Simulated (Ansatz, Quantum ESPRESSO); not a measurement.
# SrCl2 (Fm-3m): a worked LO-TO splitting

Aim: work out the LO frequency and the static dielectric constant of SrCl2 (Fm-3m) from one linear-response run, then check them.

Calculated with Quantum ESPRESSO 8.0 development, patched; DFT LDA, scalar-relativistic, plane waves, PseudoDojo norm-conserving pseudopotentials.

**1. The relaxed structure**

Symmetry: Fm-3m, No. 225, cubic system. The conventional cell has a = 6.787 Å, b = 6.787 Å, c = 6.787 Å, α = 90.00°, β = 90.00°, γ = 90.00°. Nearest to Sr lie 8 Cl at 2.94 Å. Nearest to Cl lie 4 Sr at 2.94 Å. Farther neighbours and most contacts between anions are not listed.

This is the cell after its relaxation at this level of theory, not the database cell from which that began.

**2. What the response run gave**

A linear-response run on the relaxed cell, with the response to an electric field; only its zone-centre results are used. Cutoff 56 Ry, k mesh 6×6×6.

The log of the run:

```text
[banners, grids, parts of the stress and lines that vanish by symmetry left out]
Program PHONON v.8.0dev
     Dynamical matrices for q-points given in input
     (   1q-points):
[...]
Exchange-correlation= PW
                           (   1   4   0   0   0   0   0)
[...]
kinetic-energy cut-off    =      56.0000  Ry
     charge density cut-off    =     224.0000  Ry
     convergence threshold     =      1.0E-18
[...]
Exchange-correlation= PW
                           (   1   4   0   0   0   0   0)
[...]
q = (   0.0000000   0.0000000   0.0000000 )
     49 Sym.Ops. (with q -> -q+G )
     G cutoff =  933.3052  (  29939 G-vectors)     FFT grid: ( 45, 45, 45)
     number of k points=    16
[...]
Mode symmetry, O_h (m-3m)  point group:
[...]
Dielectric constant
[...]
End of electric fields calculation
          Dielectric constant in cartesian axis
          (       3.139341831       0.000000000       0.000000000 )
          (       0.000000000       3.139341831      -0.000000000 )
          (       0.000000000      -0.000000000       3.139341831 )
          Effective charges (d Force / dE) in cartesian axis without acoustic sum rule applied (asr)
           atom    1  Sr    Mean Z*:        2.48849
      Ex  (        2.48849       -0.00000        0.00000 )
      Ey  (       -0.00000        2.48849        0.00000 )
      Ez  (        0.00000        0.00000        2.48849 )
           atom    2  Cl    Mean Z*:       -1.24446
      Ex  (       -1.24446       -0.00000        0.00000 )
      Ey  (       -0.00000       -1.24446        0.00000 )
      Ez  (        0.00000       -0.00000       -1.24446 )
           atom    3  Cl    Mean Z*:       -1.24446
      Ex  (       -1.24446       -0.00000        0.00000 )
      Ey  (        0.00000       -1.24446       -0.00000 )
      Ez  (        0.00000       -0.00000       -1.24446 )
          Effective charges Sum: Mean:       -0.00043
[...]
Effective charges (d Force / dE) in cartesian axis with asr applied:
           atom    1  Sr    Mean Z*:        2.48864
[...]
atom    2  Cl    Mean Z*:       -1.24432
[...]
atom    3  Cl    Mean Z*:       -1.24432
[...]
Dielectric constant from finite-differences
          (       3.139294307      -0.000000000       0.000000000 )
          (      -0.000000000       3.139294307       0.000000000 )
          (      -0.000000000       0.000000000       3.139294307 )
[...]
(       0.000000000       0.000000000      -0.000000000 )
          (      -0.000000000      -0.000000000       0.000000000 )
[...]
(       0.000000000       0.000000000       0.000000000 )
          (       0.148615500       0.000000000       0.000000000 )
          (      -0.000000000       0.148615500      -0.000000000 )
          (       0.148615500      -0.000000000      -0.000000000 )
          (      -0.000000000      -0.000000000       0.000000000 )
[...]
Representation #   1 modes #   1   2   3
[...]
End of self-consistent calculation
     Convergence has been achieved
     Representation #   2 modes #   4   5   6
[...]
End of self-consistent calculation
     Convergence has been achieved
     Representation #   3 modes #   7   8   9
[...]
End of self-consistent calculation
     Convergence has been achieved
[...]
Dielectric constant in cartesian axis
          (       3.139341831       0.000000000       0.000000000 )
          (       0.000000000       3.139341831      -0.000000000 )
          (       0.000000000      -0.000000000       3.139341831 )
          Effective charges (d Force / dE) in cartesian axis without acoustic sum rule applied (asr)
           atom    1  Sr    Mean Z*:        2.48849
      Ex  (        2.48849       -0.00000        0.00000 )
      Ey  (       -0.00000        2.48849        0.00000 )
      Ez  (        0.00000        0.00000        2.48849 )
           atom    2  Cl    Mean Z*:       -1.24446
      Ex  (       -1.24446       -0.00000        0.00000 )
      Ey  (       -0.00000       -1.24446        0.00000 )
      Ez  (        0.00000       -0.00000       -1.24446 )
           atom    3  Cl    Mean Z*:       -1.24446
      Ex  (       -1.24446       -0.00000        0.00000 )
      Ey  (        0.00000       -1.24446       -0.00000 )
      Ez  (        0.00000       -0.00000       -1.24446 )
          Effective charges Sum: Mean:       -0.00043
[...]
Effective charges (d Force / dE) in cartesian axis with asr applied:
           atom    1  Sr    Mean Z*:        2.48864
[...]
atom    2  Cl    Mean Z*:       -1.24432
[...]
atom    3  Cl    Mean Z*:       -1.24432
[...]
q = (    0.000000000   0.000000000   0.000000000 )
[...]
freq (    1) =      -0.023711 [THz] =      -0.790927 [cm-1]
     freq (    2) =      -0.023711 [THz] =      -0.790927 [cm-1]
     freq (    3) =      -0.023711 [THz] =      -0.790927 [cm-1]
     freq (    4) =       4.721516 [THz] =     157.492837 [cm-1]
     freq (    5) =       4.721516 [THz] =     157.492837 [cm-1]
     freq (    6) =       4.721516 [THz] =     157.492837 [cm-1]
     freq (    7) =       5.797416 [THz] =     193.380992 [cm-1]
     freq (    8) =       5.797416 [THz] =     193.380992 [cm-1]
     freq (    9) =       5.797416 [THz] =     193.380992 [cm-1]
[...]
Mode symmetry, O_h (m-3m)  point group:
     freq (   1-   3) =         -0.8  [cm-1]   --> T_1u G_15  G_4- I
     freq (   4-   6) =        157.5  [cm-1]   --> T_1u G_15  G_4- I
     freq (   7-   9) =        193.4  [cm-1]   --> T_2g G_25' G_5+ R

   JOB DONE.
```

| quantity | value |
| --- | --- |
| cell volume Ω (Å³) | 78.153 |
| mass of Sr (u) | 87.620 |
| mass of Cl (u) | 35.450 |
| Born charge of Sr, raw (e) | 2.489 |
| Born charge of Cl, raw (e) | -1.244 |
| ε∞ | 3.139 |
| ω(TO) after the sum rule (cm⁻¹) | 157.5 |

**3. The calculation**

The charges must sum to zero over the cell; taking off their mean, 0.000 e, leaves Z* = 2.489 e on Sr. In the polar mode Sr moves against the two Cl, so the reduced mass is μ = 87.62 × 70.90 / 158.52 = 39.189 u.

A longitudinal wave builds up a field that adds to the restoring force: ω(LO)² = ω(TO)² + 4π Z*² / (μ Ω ε∞), in Hartree atomic units. With μ = 71437 electron masses and Ω = 527.40 bohr³ the second term is 6.5802e-07 Ha², or 31696 cm⁻² (1 Ha = 219474.6 cm⁻¹).

So ω(LO) = √(24806 + 31696) = 237.7 cm⁻¹, and by the Lyddane-Sachs-Teller relation ε₀ = ε∞ (ω(LO)/ω(TO))² = 7.15.

**4. Check against the program**

The analysis program adds the same non-analytic term to the full matrix, here for q along (1 0 0).

The log of the run:

```text
[banners, grids, parts of the stress and lines that vanish by symmetry left out]
[banner, memory and clock lines left out]
Program DYNMAT v.8.0dev

     Reading Dynamical Matrix from file g.dyn
     ...Force constants read
     ...epsilon and Z* read
     ...Raman cross sections read

     Polarizability (A^3 units)
     multiply by 0.583732 for Clausius-Mossotti correction (not under assume_isolated = 'mt')
        13.305060    0.000000    0.000000
         0.000000   13.305060   -0.000000
         0.000000   -0.000000   13.305060

     IR activities are in (D/A)^2/amu units
     Raman activities are in A^4/amu units
     multiply Raman by 0.116106 for Clausius-Mossotti correction (not under assume_isolated = 'mt')

# mode   [cm-1]    [THz]      IR          Raman   depol.fact
    1     -0.00   -0.0000    0.0000         0.0000    0.5124
    2      0.00    0.0000    0.0000         0.0000    0.3889
[...]
8    193.39    5.7976    0.0000         3.6144    0.7500
    9    237.70    7.1260    3.6461         0.0000    0.6314

[end of the log left out, with the tail of the file of modes that dynmat.x writes under the same name]
```

ε₀ comes from the program's run without a direction of q.

| quantity | by hand | program |
| --- | --- | --- |
| ω(LO) (cm⁻¹) | 237.7 | 237.7 |
| ε₀ | 7.15 | 7.15 |

**5. Summary of results**

```
TO mode                    : 157.5 cm⁻¹
LO mode                    : 237.7 cm⁻¹
static dielectric constant : 7.151
```

In words: The LO mode of SrCl2 (Fm-3m) lies at 238 cm⁻¹, 80 cm⁻¹ above the TO mode; the formula meets the program within 0.1 cm⁻¹, as it must for a cubic crystal with one polar mode. ω(LO)² − ω(TO)² goes with Z*²/ε∞: an error of 5 % in ε∞ would move the LO mode by 3.2 cm⁻¹, and semilocal functionals tend to overestimate ε∞. These are harmonic values at zero temperature, at the volume of this functional, for the structure held cubic; stability elsewhere in the zone is no part of this calculation.

[Host names and launcher messages were left out of these logs when they were recorded.]

[Logs are printed without paths, hosts, clocks, repeated set-up lines and the standing remarks that a program may print on its own settings, such as how far it seeks lower states.]

[Hosts, paths, dates, database ids (printed as entryN), source tags and the programs' standing remarks are cut or masked in the printed files.]
